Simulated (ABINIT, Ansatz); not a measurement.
Records of electronic-structure calculations.

```json
{"subject": "PbO (P4/nmm): G0W0 with ABINIT, start to end", "lattice_ang": [[3.9748, 0.0, 0.0], [0.0, 3.9748, 0.0], [0.0, 0.0, 5.0227]], "atoms": [["Pb", 0.0, 0.5, 0.2385], ["Pb", 0.5, 0.0, 0.7615], ["O", 0.0, 0.0, 0.0], ["O", 0.5, 0.5, 0.0]], "method": "RPA screening on PBE, plane waves, norm-conserving pseudopotentials (and 2 further levels or steps)", "program": "ABINIT 10.8.3", "settings": "cutoff 42 Ha, PseudoDojo scalar-relativistic 0.4 stringent, norm-conserving, ngkpt (4, 4, 4), nband 264, ecuteps 8 Ha, inclvkb 2, shiftk (0, 0, 0), symchi 1, awtr 1, frequency ppm, 4×4×4 k-mesh", "cost": "5 runs, 16 min in all on 8 MPI ranks of Intel Xeon 6975P-C (Granite Rapids), shared host", "notes": "The database entry behind the starting cell differs from other determinations of this structure. The program’s warnings: nkpt*nsppol () is not a multiple of nproc spkpt (). The cell and positions come from the Crystallography Open Database and are kept as given unless a step says otherwise. Limits: no spin-orbit coupling. The 4×4×4 mesh is coarse for this cell, which bears on the long-range parts of exchange and screening.", "results": {"pbe_gap": "1.17 eV, indirect", "g0w0_gap_on_the_mesh": "1.40 eV", "gw_settings": "4×4×4 mesh, 264 bands, screening to 217.7 eV, Godby-Needs plasmon pole", "known_limits": "short of the basis limit; no spin-orbit coupling; coarse k mesh"}}
```

[Long decimals in the printed logs are rounded to 6 places.]

[Logs are printed without paths, hosts, clocks, repeated set-up lines and the standing remarks that a program may print on its own settings, such as how far it seeks lower states.]

[Paths, hosts, dates, memory and timing lines, banners, echoed tables and standing remarks are left out of the program output; an Ansatz launch command may be rebuilt from the run's recorded settings. Measured values are a selection of at most five: reports struck by readers or far from the other reports are left out. None is set beside runs whose start may be inverted or whose files or cutoffs have a known fault.]

[Runs of the session that timed out or met a known fault of the program may be left out.]

[Hosts, paths, dates, database ids (printed as entryN), source tags and the programs' standing remarks are cut or masked in the printed files.]

[G0W0 gaps are taken among the corrected bands and points alone; a level outside them can change the order at an edge.]

[Where Ansatz stands beside ABINIT at settings called matched, ABINIT's density can come from a denser mesh and the files from another edition; pairs whose starting gaps differed by over 0.03 eV were left out, so agreement reads better than it is.]
